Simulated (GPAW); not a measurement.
SrO (Fm-3m): refractive index against wavelength

The refractive index of SrO (Fm-3m) below the direct gap (3.42 eV on the mesh) is read from one computed spectrum, n = √(Re ε).

Cell: a, b, c = 3.629, 3.629, 3.629 Å (primitive vectors), 2 atoms.

Method: GPAW 26.7.0, PBE, RPA, k-mesh 12×12×12, local fields up to 50 eV, Lorentzian half width 0.15 eV.

Launch of the response step: `OMP_NUM_THREADS=1 python df.py`. The run took 51 s, its band step included, on 1 thread of Arm Neoverse V2, on a shared host.

| wavelength (nm) | photon energy E (eV) | n |
| --- | --- | --- |
| 1550 | 0.800 | 1.9002 |
| 1310 | 0.946 | 1.9035 |
| 1064 | 1.165 | 1.9095 |
| 850 | 1.459 | 1.9200 |
| 700 | 1.771 | 1.9347 |
| 633 | 1.959 | 1.9455 |
| 532 | 2.331 | ? |

In the single-oscillator model n² − 1 = E₀E_d/(E₀² − E²), so 1/(n² − 1) = E₀/E_d − E²/(E₀E_d) is linear in E².

Working, on the rows shown:

| x = E² (eV²) | y = 1/(n² − 1) |
| --- | --- |
| 0.639837 | 0.38303 |
| 0.895757 | 0.381197 |
| 1.35784 | 0.377902 |
| 2.12762 | 0.372245 |
| 3.13716 | 0.364556 |
| 3.83641 | 0.35907 |

Means: x̄ = 1.9991, ȳ = 0.373. Σ(x − x̄)(y − ȳ) = -0.06112, Σ(x − x̄)² = 8.164. Slope = -0.06112 / 8.164 = -0.007487; intercept = ȳ − slope · x̄ = 0.38797. Turned back into n, the line misses the rows shown by at most 0.00039.

Problem. Predict the last column of the withheld row from the fit.

Solution. At x = 5.4314 the line gives y = 0.3473, that is 1.9696. The run gave 1.9727, so the extrapolation is off by 0.0031, 4 % of the range in the table.

Refitted with all rows, the slope is -0.007723 and the intercept 0.38835. These give E₀ = √(intercept/−slope) = 7.09 eV and E_d = E₀/intercept = 18.3 eV; E₀ is 2.1 times the direct gap. The electronic limit at long wavelengths, without lattice vibrations, is n = √(1 + 1/intercept) = 1.891. The cell comes from an older database entry, whose edges can be off by a per cent or so. Excitons are left out; PBE gaps are as a rule too small. The values come from a sum over the points of one k-mesh and carry its error, which grows as the direct gap shrinks. This version of GPAW has incomplete matrix elements in the optical limit, which can lower ε − 1 by up to a tenth where first-row anions or d states rule. The local-field cutoff holds few shells of reciprocal vectors for this small cell, so ε∞ can read a few per cent high. Spin-orbit coupling is left out.
